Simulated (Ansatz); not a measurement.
# CH on Ta(110), longbridge start, 2x2 cell: work function, bands and core levels, part 2 of 4

Aim: how the adsorbate changes the work function, the valence spectrum and the core levels in CH on Ta(110), longbridge start, 2x2 cell. Spin–orbit coupling is left out of the bands throughout.

Ansatz 0.2.0; DFT, PBE, plane-wave PAW, default files, scalar-relativistic.

So far, work function, upper face (eV): step 2 (the clean face) 4.79.

## Step 3: Relaxing the atoms

System of this step: Ta16HC. The cell holds 18 atoms: 1 H, 1 C and 16 Ta. Its edges and angles: a = 6.620 Å, b = 5.733 Å, c = 24.122 Å, α = 90.0°, β = 90.0°, γ = 54.7°. It derives from Ta. How the cell was made: adsorbate; added: CH; site: longbridge; coverage 0.25 monolayer; cell: 2x2; on one face. Regions: ad, 2 atoms (1 H and 1 C); L1, 4 atoms (4 Ta); L2, 4 atoms (4 Ta); L3, 4 atoms (4 Ta); rest, 4 atoms (4 Ta). Vacuum lies along c.

The cut or typed positions aren't at rest, and spectra shift with geometry, so the relaxation comes first. 8 atoms are held to stand for the bulk. A dipole correction cancels the field between unlike faces.

File input.yaml:

```yaml
crystal:
  lattice:
    - [6.62, 0.0, 0.0]
    - [3.31, 4.6810468915, 0.0]
    - [0.0, 0.0, 24.1215703372]
  atoms:
    - { symbol: H, position: [0.250100076, 0.0, 0.689074969] }
    - { symbol: C, position: [0.252558605, 0.0, 0.643472631] }
    - { symbol: Ta, position: [0.0, 0.0, 0.602015961] }
    - { symbol: Ta, position: [0.5, 0.0, 0.602015961] }
    - { symbol: Ta, position: [0.0, 0.5, 0.602015961] }
    - { symbol: Ta, position: [0.5, 0.5, 0.602015961] }
    - { symbol: Ta, position: [0.75, 0.5, 0.504985651] }
    - { symbol: Ta, position: [0.25, 0.5, 0.504985651] }
    - { symbol: Ta, position: [0.75, 0.0, 0.504985651] }
    - { symbol: Ta, position: [0.25, 0.0, 0.504985651] }
    - { symbol: Ta, position: [0.0, 0.0, 0.407955341] }
    - { symbol: Ta, position: [0.5, 0.0, 0.407955341] }
    - { symbol: Ta, position: [0.0, 0.5, 0.407955341] }
    - { symbol: Ta, position: [0.5, 0.5, 0.407955341] }
    - { symbol: Ta, position: [0.75, 0.5, 0.310925031] }
    - { symbol: Ta, position: [0.25, 0.5, 0.310925031] }
    - { symbol: Ta, position: [0.75, 0.0, 0.310925031] }
    - { symbol: Ta, position: [0.25, 0.0, 0.310925031] }
kpoints:
  mp_grid: { grid: [6, 6, 1] }
scf:
  occupations: { method: fermi_dirac, width: 0.05 }
  n_extra_bands: 14
hamiltonian:
  xc: pbe
  pseudopotentials: { kind: paw }
output:
  forces: true
  write_potential: true
  volumetric_format: []
efield:
  axis: 3
  dipole_correction: true
relax:
  f_tol: 0.03
  max_steps: 45
  constraints: [{ sites: [10, 11, 12, 13, 14, 15, 16, 17] }]
```

On the command line:

```sh
> ansatz run input.yaml --threads 8 --pin off --max-ram 20480MiB --backend cpu --events-out ev --progress --plain --runs-dir out
```

Numbers of over 12 decimals in the logs are rounded to 6 here.

The log of the run:

```text
[...]
Crystal: 18 atoms, lattice volume = 747.492 Å³
Basis set: ecut = 420 eV, 14665 PW (Γ), exchange–correlation on 90×80×324 points (8 copies of the dense FFT grid, shifted against one another)
Bands: 121, of which v1, the nominal top of the filled ones, is band 107 counted from 1 (106 counted from 0)
Symmetry: 2 space group operations
[...]
k-points: 13 of 36 (time reversal used)
[...]
SCF iter   1: F=—  HF=-159173.900335 eV  |F-HF|=—  |Δ(HF+E_count)|=         —  Δρ=5.64e-3  dr2=3.58e0  ethr=1.77e-3  p=0.107 e·Å  D=2.60e-2 V/Å  ΔV_dip=-0.63 eV  dr2_dipole=3.10e-3  V_vac-E_F(+/−)=4.33/4.96 eV  ⟨swp⟩=10.5  Hψ=8083  notcnv=0  defer=4
[...]
SCF iter   6: F=-159173.771802 eV  HF=-159173.771815 eV  |F-HF|=1.29e-5  |Δ(HF+E_count)|=   1.38e-5  Δρ=3.50e-5  dr2=2.13e-5  ethr=1.06e-8  p=0.112 e·Å  D=2.72e-2 V/Å  ΔV_dip=-0.66 eV  dr2_dipole=4.79e-7  V_vac-E_F(+/−)=4.14/4.80 eV  ⟨swp⟩=12.9  Hψ=16343  notcnv=0
SCF 1 converged in 6 iterations: F = -159173.771802 eV  dr2 = 2.13e-5
[...]
relax step   1: F+E_penalty+E_count = -159173.77180178 eV  Δ(F+E_penalty+E_count) = +0.000e0 eV  max|allowed force component| = 3.707e0 eV/Å  Δτ_max = 0.0000 Å  (6 SCF iters, dr2 threshold 2.25e-5 eV, accepted)
[...]
SCF iter   1: F=—  HF=-159174.528901 eV  |F-HF|=—  |Δ(HF+E_count)|=         —  Δρ=9.02e-3  dr2=1.37e0  ethr=8.38e-4  p=0.112 e·Å  D=2.72e-2 V/Å  ΔV_dip=-0.66 eV  dr2_dipole=4.20e-3  V_vac-E_F(+/−)=4.16/4.82 eV  ⟨swp⟩=1.3  Hψ=5599  notcnv=0  defer=12
[...]
eigensolver tolerance schedule: the retry pair's looser diagonalisation over-reported the residual by 0.30 of it (diagonalisation noise at 0.12 of the residual, at the tolerance the schedule requests for it); recorded, not acted on — ethr = c·dr2/N_el stays at c = 1.0e-1
[...]
SCF iter   2: F=—  HF=-159174.377495 eV  |F-HF|=—  |Δ(HF+E_count)|=   1.51e-1  Δρ=3.24e-3  dr2=1.47e-1  ethr=6.45e-4  p=0.103 e·Å  D=2.49e-2 V/Å  ΔV_dip=-0.60 eV  dr2_dipole=2.44e-4  V_vac-E_F(+/−)=4.21/4.81 eV  ⟨swp⟩=3.2  Hψ=2379  notcnv=0  defer=13
[...]
SCF iter   6: F=-159174.359064 eV  HF=-159174.359102 eV  |F-HF|=3.82e-5  |Δ(HF+E_count)|=   6.04e-6  Δρ=5.20e-5  dr2=5.65e-5  ethr=4.69e-8  p=0.098 e·Å  D=2.38e-2 V/Å  ΔV_dip=-0.57 eV  dr2_dipole=1.32e-6  V_vac-E_F(+/−)=4.23/4.80 eV  ⟨swp⟩=13.5  Hψ=17890  notcnv=0
SCF 2 converged in 6 iterations: F = -159174.359064 eV  dr2 = 5.65e-5
relax step   2: F+E_penalty+E_count = -159174.35906391 eV  Δ(F+E_penalty+E_count) = -5.873e-1 eV  max|allowed force component| = 9.953e-1 eV/Å  Δτ_max = 0.1949 Å  (6 SCF iters, dr2 threshold 1.00e-4 eV, accepted)
SCF iter   1: F=—  HF=-159174.539345 eV  |F-HF|=—  |Δ(HF+E_count)|=         —  Δρ=3.77e-3  dr2=2.29e-1  ethr=1.30e-3  p=0.098 e·Å  D=2.38e-2 V/Å  ΔV_dip=-0.57 eV  dr2_dipole=1.11e-3  V_vac-E_F(+/−)=4.23/4.80 eV  ⟨swp⟩=4.5  Hψ=3083  notcnv=0  defer=14
[...]
SCF iter   5: F=-159174.502567 eV  HF=-159174.502590 eV  |F-HF|=2.23e-5  |Δ(HF+E_count)|=   5.83e-5  Δρ=6.19e-5  dr2=4.91e-5  ethr=2.91e-8  p=0.082 e·Å  D=1.99e-2 V/Å  ΔV_dip=-0.48 eV  dr2_dipole=8.72e-7  V_vac-E_F(+/−)=4.33/4.81 eV  ⟨swp⟩=13.7  Hψ=17592  notcnv=0
SCF 3 converged in 5 iterations: F = -159174.502567 eV  dr2 = 4.91e-5
relax step   3: F+E_penalty+E_count = -159174.50256737 eV  Δ(F+E_penalty+E_count) = -1.435e-1 eV  max|allowed force component| = 2.760e-1 eV/Å  Δτ_max = 0.0819 Å  (5 SCF iters, dr2 threshold 6.19e-5 eV, accepted)
[...]
relax step   4: F+E_penalty+E_count = -159174.50833330 eV  Δ(F+E_penalty+E_count) = -5.766e-3 eV  max|allowed force component| = 5.759e-2 eV/Å  Δτ_max = 0.0473 Å  (6 SCF iters, dr2 threshold 5.49e-6 eV, accepted)
SCF iter   1: F=—  HF=-159174.508932 eV  |F-HF|=—  |Δ(HF+E_count)|=         —  Δρ=3.83e-4  dr2=1.57e-3  ethr=1.16e-5  p=0.079 e·Å  D=1.91e-2 V/Å  ΔV_dip=-0.46 eV  dr2_dipole=1.62e-4  V_vac-E_F(+/−)=4.35/4.81 eV  ⟨swp⟩=2.2  Hψ=2644  notcnv=0  defer=14
[...]
SCF iter   6: F=-159174.508849 eV  HF=-159174.508849 eV  |F-HF|=2.53e-9  |Δ(HF+E_count)|=   8.51e-8  Δρ=1.24e-6  dr2=4.16e-8  ethr=4.69e-11  p=0.079 e·Å  D=1.92e-2 V/Å  ΔV_dip=-0.46 eV  dr2_dipole=6.48e-10  V_vac-E_F(+/−)=4.35/4.81 eV  ⟨swp⟩=10.4  Hψ=14241  notcnv=0
SCF 5 converged in 6 iterations: F = -159174.508849 eV  dr2 = 4.16e-8
relax step   5: F+E_penalty+E_count = -159174.50884943 eV  Δ(F+E_penalty+E_count) = -5.161e-4 eV  max|allowed force component| = 2.832e-2 eV/Å  Δτ_max = 0.0099 Å  (6 SCF iters, accepted)
NSCF: frozen V_eff on 13 k-points
[...]
SCF converged after 6 iterations
Free energy (F): -159174.508849 eV
[...]
Internal energy: -159174.301617 eV  (E = F + TS)
E sigma→0 (E₀):  -159174.405233 eV
Entropy (-TS):   -0.207233 eV (-11.513 meV/atom)
Fermi energy:    4.696803 eV
Dipole field:    D = 0.019200 V/Å  (p = 0.079311 e·Å, saw-weighted, corrected)
Work function:   Φ+ = 4.3484 eV   Φ− = 4.8114 eV
[...]
--- Forces (eV/Å), atoms counted from 1 ---
  atom   1  H      0.00672973     0.00000000    -0.01068831
  atom   2  C     -0.02832451     0.00000000     0.01110083
  atom   3  Ta     0.01547078     0.00000000     0.00287573
  atom   4  Ta     0.00378182     0.00000000    -0.01030385
  atom   5  Ta    -0.00090680    -0.00231490     0.00443522
  atom   6  Ta    -0.00090680     0.00231490     0.00443522
  atom   7  Ta     0.00154112     0.00413072     0.00406669
  atom   8  Ta     0.00154112    -0.00413072     0.00406669
  atom   9  Ta     0.00051454     0.00000000    -0.00523607
  atom  10  Ta    -0.00050000     0.00000000    -0.00930849
  atom  11  Ta    -0.03005935     0.00000000    -0.50936933
  atom  12  Ta     0.03251444     0.00000000    -0.50760186
  atom  13  Ta    -0.00059087    -0.01572483    -0.35441683
  atom  14  Ta    -0.00059087     0.01572483    -0.35441683
  atom  15  Ta     0.00024441     0.00087904     0.44582673
  atom  16  Ta     0.00024441    -0.00087904     0.44582673
  atom  17  Ta     0.00003780     0.00000000     0.38199194
  atom  18  Ta    -0.00085761     0.00000000     0.45670811
  max |Σ_I F_I| component: 1.17e-4 eV/Å
--- Band table (eV; the first three rows and the last of 13) ---
  k-point 0: bands = [... 103 lower, 4.8149, 4.9105, 5.0967, 5.1912, 5.2694, 5.2930, 5.8410, 5.8843, ... 10 higher]
  k-point 1: bands = [... 103 lower, 4.6652, 4.9005, 4.9389, 5.2553, 5.2823, 5.3506, 5.4020, 5.4210, ... 10 higher]
  k-point 2: bands = [... 103 lower, 4.6457, 4.7300, 4.7555, 4.8995, 4.9487, 4.9976, 5.0259, 5.1363, ... 10 higher]
  k-point 12: bands = [... 103 lower, 4.1809, 4.2691, 4.2990, 4.3419, 4.4192, 4.5228, 4.6583, 4.6983, ... 10 higher]
--- Relaxed structure (5 steps of the walk, 5 accepted, 0 SCFs on fresh bases) ---
  F+E_penalty+E_count = -159174.50884943 eV   max|allowed force component| = 2.832e-2 eV/Å
  atoms:
    - { symbol: H, position: [0.248720, 0.0, 0.696738] }
    - { symbol: C, position: [0.250462, 0.0, 0.650848] }
    - { symbol: Ta, position: [-0.011200, 0.0, 0.600160] }
    - { symbol: Ta, position: [0.511436, 0.0, 0.600249] }
    - { symbol: Ta, position: [0.013249, 0.473807, 0.600156] }
    - { symbol: Ta, position: [0.487057, 0.526193, 0.600156] }
    - { symbol: Ta, position: [0.750044, 0.499948, 0.505379] }
    - { symbol: Ta, position: [0.249992, 0.500052, 0.505379] }
    - { symbol: Ta, position: [0.750038, 0.0, 0.503813] }
    - { symbol: Ta, position: [0.250049, 0.0, 0.504759] }
    - { symbol: Ta, position: [0.0, 0.0, 0.407955341] }
    - { symbol: Ta, position: [0.5, 0.0, 0.407955341] }
    - { symbol: Ta, position: [0.0, 0.5, 0.407955341] }
    - { symbol: Ta, position: [0.500000, 0.5, 0.407955341] }
    - { symbol: Ta, position: [0.75, 0.5, 0.310925031] }
    - { symbol: Ta, position: [0.25, 0.5, 0.310925031] }
    - { symbol: Ta, position: [0.750000, 0.0, 0.310925031] }
    - { symbol: Ta, position: [0.25, 0.0, 0.310925031] }
```

Wall time 73 s (8 threads of Arm Neoverse V2, shared host); peak memory 3.5 GiB.

The steps of the relaxation:

```csv
step,energy less that of the first step (eV),largest force component (eV/Å)
1,0.0000,3.7073
2,-0.5873,0.9953
3,-0.7308,0.2760
4,-0.7365,0.0576
5,-0.7370,0.0283
```

Forces are held to the 2 operations that the run works with; a distortion that breaks them can't arise in this run.

The atoms that moved most (Å):

```csv
atom,dx,dy,dz,length
H1,-0.009,0.000,0.185,0.185
C2,-0.014,0.000,0.178,0.178
Ta6,0.001,0.123,-0.045,0.131
Ta5,0.001,-0.123,-0.045,0.131
Ta4,0.076,0.000,-0.043,0.087
Ta3,-0.074,0.000,-0.045,0.087
Ta9,0.000,0.000,-0.028,0.028
Ta7,0.000,0.000,0.009,0.009
```

Numbers from this step:

- free energy: -159174.5088 eV
- energy at zero smearing: -159174.4052 eV
- smearing term TS: 0.2072 eV
- Fermi energy: 4.697 eV
- symmetry operations: 2
- work function, upper face: 4.348 eV
- work function, lower face: 4.811 eV

The relaxation ends 41 meV an atom lower, with a largest force component of 0.028 eV/Å on the free atoms. For the work function, upper face, step 2 gave 4.79 eV; this run, with 18 atoms, gives 4.35 eV (-9 %).

## Step 4: Bands by layer

The main run: bands along the zone's path, each state's share in the top and middle regions, the DOS and the planar potential. The cell holds 4 small cells, so the bands are unfolded.

File input.yaml:

```yaml
crystal:
  lattice:
    - [6.62, 0.0, 0.0]
    - [3.31, 4.6810468915, 0.0]
    - [0.0, 0.0, 24.1215703372]
  atoms:
    - { symbol: H, position: [0.2487199273, 0.0, 0.6967382563] }
    - { symbol: C, position: [0.2504623226, 0.0, 0.6508480217] }
    - { symbol: Ta, position: [-0.0112001371, 0.0, 0.6001602092] }
    - { symbol: Ta, position: [0.511436079, 0.0, 0.600248971] }
    - { symbol: Ta, position: [0.0132494731, 0.4738070962, 0.6001563389] }
    - { symbol: Ta, position: [0.4870565694, 0.5261929038, 0.6001563389] }
    - { symbol: Ta, position: [0.7500440793, 0.4999477729, 0.5053785471] }
    - { symbol: Ta, position: [0.2499918522, 0.5000522271, 0.5053785471] }
    - { symbol: Ta, position: [0.7500376521, 0.0, 0.5038131192] }
    - { symbol: Ta, position: [0.2500493908, 0.0, 0.5047588916] }
    - { symbol: Ta, position: [0.0, 0.0, 0.407955341] }
    - { symbol: Ta, position: [0.5, 0.0, 0.407955341] }
    - { symbol: Ta, position: [0.0, 0.5, 0.407955341] }
    - { symbol: Ta, position: [0.5, 0.5, 0.407955341] }
    - { symbol: Ta, position: [0.75, 0.5, 0.310925031] }
    - { symbol: Ta, position: [0.25, 0.5, 0.310925031] }
    - { symbol: Ta, position: [0.75, 0.0, 0.310925031] }
    - { symbol: Ta, position: [0.25, 0.0, 0.310925031] }
kpoints:
  mp_grid: { grid: [8, 8, 1] }
scf:
  occupations: { method: fermi_dirac, width: 0.05 }
  n_extra_bands: 21
hamiltonian:
  xc: pbe
  pseudopotentials: { kind: paw }
output:
  forces: true
  write_potential: true
  volumetric_format: []
  dos:
    projected:
      site_lists:
        adsorbate: [0, 1]
        layer_1: [2, 3, 4, 5]
        layer_2: [6, 7, 8, 9]
        layer_3: [10, 11, 12, 13]
        other_layers: [14, 15, 16, 17]
    de: 0.05
    e_range: [-30, 12]
    method: { smearing: { sigma: 0.15, scheme: gaussian } }
  eigenstates:
    kpoints:
      - [0.0, 0.0, 0.0]
      - [-0.125, 0.0, 0.0]
      - [-0.25, 0.0, 0.0]
      - [-0.375, 0.0, 0.0]
      - [0.5, 0.0, 0.0]
      - [0.375, 0.0, 0.0]
      # [... 20 more points ...]
      - [-0.14285714, 0.14285714, 0.0]
      - [-0.07142857, 0.07142857, 0.0]
    e_range: [-8.0, 4.0]
    unfold:
      supercell_matrix: [[2, 0, 0], [0, 2, 0], [0, 0, 1]]
      layers:
        axis: 3
        edges: [0.145098, 0.432156, 0.432256, 0.566621, 0.566721, 0.862564]
efield:
  axis: 3
  dipole_correction: true
```

The log of the run:

```text
[...]
Crystal: 18 atoms, lattice volume = 747.492 Å³
Basis set: ecut = 420 eV, 14665 PW (Γ), exchange–correlation on 90×80×324 points (8 copies of the dense FFT grid, shifted against one another)
Bands: 128, of which v1, the nominal top of the filled ones, is band 107 counted from 1 (106 counted from 0)
Symmetry: 2 space group operations
[...]
k-points: 21 of 64 (time reversal used)
[...]
SCF iter   1: F=—  HF=-159174.632859 eV  |F-HF|=—  |Δ(HF+E_count)|=         —  Δρ=5.14e-3  dr2=4.20e0  ethr=1.77e-3  p=0.114 e·Å  D=2.76e-2 V/Å  ΔV_dip=-0.67 eV  dr2_dipole=9.01e-1  V_vac-E_F(+/−)=4.37/5.04 eV  ⟨swp⟩=9.4  Hψ=12914  notcnv=0  defer=55
[...]
SCF iter   9: F=-159174.528004 eV  HF=-159174.528004 eV  |F-HF|=1.11e-9  |Δ(HF+E_count)|=   1.47e-7  Δρ=7.72e-7  dr2=1.41e-8  ethr=4.69e-11  p=0.080 e·Å  D=1.94e-2 V/Å  ΔV_dip=-0.47 eV  dr2_dipole=2.13e-9  V_vac-E_F(+/−)=4.35/4.82 eV  ⟨swp⟩=11.1  Hψ=19221  notcnv=0
SCF 1 converged in 9 iterations: F = -159174.528004 eV  dr2 = 1.41e-8
[...]
efield: sawtooth ramp at fractional position 0.9538 (kept from the solve that this one continues, or follows in the run), width 0.1000; the density the first Hamiltonian is built on has a dipole p = 0.080 e·Å; the dipole correction subtracts the counter field D = 1.94e-2 V/Å, which shifts the + side's vacuum level by -0.47 eV against the − side's; the planar-averaged density in the ramp window peaks in size at 7.9e-6 e/Å³
SCF converged after 9 iterations
Free energy (F): -159174.528004 eV
[...]
Internal energy: -159174.330066 eV  (E = F + TS)
E sigma→0 (E₀):  -159174.429035 eV
Entropy (-TS):   -0.197938 eV (-10.997 meV/atom)
Fermi energy:    4.692156 eV
Dipole field:    D = 0.019370 V/Å  (p = 0.080014 e·Å, saw-weighted, corrected)
Work function:   Φ+ = 4.3506 eV   Φ− = 4.8178 eV
[...]
--- Forces (eV/Å), atoms counted from 1 ---
  atom   1  H      0.00670068     0.00000000    -0.00888527
  atom   2  C     -0.02813810     0.00000000    -0.01124444
  atom   3  Ta     0.00686724     0.00000000     0.05540445
  atom   4  Ta     0.01252243     0.00000000     0.04216194
  atom   5  Ta    -0.00101221     0.00820111    -0.01646233
  atom   6  Ta    -0.00101221    -0.00820111    -0.01646233
  atom   7  Ta     0.00173783     0.00410640     0.03698943
  atom   8  Ta     0.00173783    -0.00410640     0.03698943
  atom   9  Ta     0.00017700     0.00000000    -0.01091555
  atom  10  Ta    -0.00069298     0.00000000    -0.04293024
  atom  11  Ta    -0.02793736     0.00000000    -0.53089536
  atom  12  Ta     0.03062038     0.00000000    -0.52959022
  atom  13  Ta    -0.00056561    -0.02159699    -0.39528398
  atom  14  Ta    -0.00056561     0.02159699    -0.39528398
  atom  15  Ta     0.00026928     0.00084791     0.45743865
  atom  16  Ta     0.00026928    -0.00084791     0.45743865
  atom  17  Ta    -0.00001532     0.00000000     0.37364764
  atom  18  Ta    -0.00096230     0.00000000     0.49795122
  max |Σ_I F_I| component: 6.77e-5 eV/Å
--- Band table (eV; the first three rows and the last of 21) ---
  k-point 0: bands = [... 103 lower, 4.8169, 4.9126, 5.0951, 5.1947, 5.2749, 5.2915, 5.8442, 5.8888, ... 17 higher]
  k-point 1: bands = [... 103 lower, 4.7582, 4.9124, 5.0300, 5.2382, 5.2896, 5.2990, 5.5331, 5.6160, ... 17 higher]
  k-point 2: bands = [... 103 lower, 4.6318, 4.9179, 4.9247, 5.0024, 5.1101, 5.2309, 5.2584, 5.3084, ... 17 higher]
  k-point 20: bands = [... 103 lower, 4.1113, 4.2311, 4.2559, 4.3218, 4.3354, 4.4524, 4.6730, 4.7626, ... 17 higher]
```

It took 1.9 min on 8 threads; peak memory 5.2 GiB.

Numbers from this step:

| Quantity | Value |
| --- | --- |
| free energy | -159174.5280 eV |
| energy at zero smearing | -159174.4290 eV |
| smearing term TS | 0.1979 eV |
| Fermi energy | 4.692 eV |
| share of occupied states in no projected shell | 0.0176 of the occupied states in the window |
| DOS at the Fermi level | 24.12 states/eV/cell |
| work function, upper face | 4.350 eV |
| work function, lower face | 4.818 eV |

A(k,E), total over k along the path and E. Zero: Fermi level.

Ten even steps from '_' (0.01 eV⁻¹) to '@' (6.05 eV⁻¹), each cell a mean:
```
______::..____--++**==--==____..::______--++::::::..__::::__
..____..::......++==::::....____::::......----::::..__::....
--::____::====++==**......--..____--++++++::........::..::--
..::..__::++######----::::..::____--**##++..__::------::::..
----::::**##**##@@++::..::----..--******@@%%++====::::==----
--==##@@%%****##++--::::..--==%%@@##******%%**--::::--====--
..::**##++::::====------::..--####==::::====++==::==++++--::
++%%%%++====--::..::::::--**%%##++====------++**++====++++++
**==::....::..____::::..::**--......::..__..--++******++++**
....______________..--::::....______________::--==****--::::
____....__________----::::____..__________..::--++##**--..__
::::::::________..--**++--::::::..________..::--++::..++--::
--::......______::..::++++::....::..______::..::..____::==--
==--....::..__........--====--....::....::....::________--++
--==::....::::::........::--==......::::::..::____________::
____::........__....__________::..__....__....______________
____................__________::..............______________
______::..__........__________..::..____......______________
________..::::..::________________..::::..::________________
________..____..________________....____..__________________
________....__..__________________........__________________
__________..::______________________....____________________
```
Columns: k along the path (Å⁻¹) from 0 to 5.89 (not evenly spaced); rows upwards: E (eV) from -7.7 to 2.13.

A(k,E), top over k along the path and E. Zero: Fermi level.

Values in eV⁻¹, 12 rows by 16 columns, each cell a mean:
```
0.14 0.22 0.26 0.14 0.77 0.63 0.35 0.15 0.26 0.21 0.22 0.68 0.37 0.30 0.30 0.20
0.42 0.13 0.41 0.69 0.81 0.41 0.24 0.36 0.13 0.51 0.64 0.37 0.35 0.31 0.34 0.44
0.51 0.56 0.92 1.04 1.10 0.46 0.41 0.54 0.60 0.95 1.09 1.10 0.56 0.61 0.70 0.52
0.44 1.00 0.76 0.60 0.60 0.43 0.28 0.50 1.05 0.71 0.62 0.69 0.67 0.63 0.70 0.42
0.71 0.55 0.43 0.39 0.23 0.48 0.52 0.71 0.50 0.43 0.37 0.35 0.72 0.64 0.57 0.69
0.34 0.27 0.16 0.16 0.28 0.54 0.58 0.32 0.25 0.15 0.16 0.28 0.47 0.69 0.64 0.37
0.30 0.28 0.21 0.08 0.25 0.43 0.27 0.29 0.29 0.16 0.10 0.25 0.44 0.45 0.45 0.40
0.58 0.25 0.27 0.31 0.26 0.24 0.52 0.54 0.21 0.30 0.31 0.23 0.26 0.13 0.15 0.52
0.16 0.35 0.17 0.13 0.16 0.21 0.18 0.21 0.32 0.16 0.14 0.20 0.17 0.12 0.10 0.10
0.09 0.22 0.31 0.21 0.34 0.21 0.17 0.09 0.27 0.28 0.24 0.33 0.16 0.13 0.11 0.09
0.05 0.03 0.18 0.33 0.11 0.03 0.06 0.05 0.05 0.21 0.29 0.10 0.01 0.01 0.02 0.05
0.02 0.01 0.06 0.11 0.02 0.01 0.02 0.02 0.01 0.08 0.09 0.01 0.00 0.00 0.00 0.02
```
Columns: k along the path (Å⁻¹) from 0 to 5.89 (not evenly spaced); rows upwards: E (eV) from -7.7 to 2.13.

[end of part 2 of 4]

[Logs are printed without paths, hosts, clocks, repeated set-up lines and the standing remarks that a program may print on its own settings, such as how far it seeks lower states.]

[Hosts, paths, dates, database ids (printed as entryN), source tags and the programs' standing remarks are cut or masked in the printed files.]

[Maps of the electrostatic potential energy from Ansatz leave out the sawtooth potential of an applied field or a dipole correction, so their vacuum need not be flat; work functions include it.]
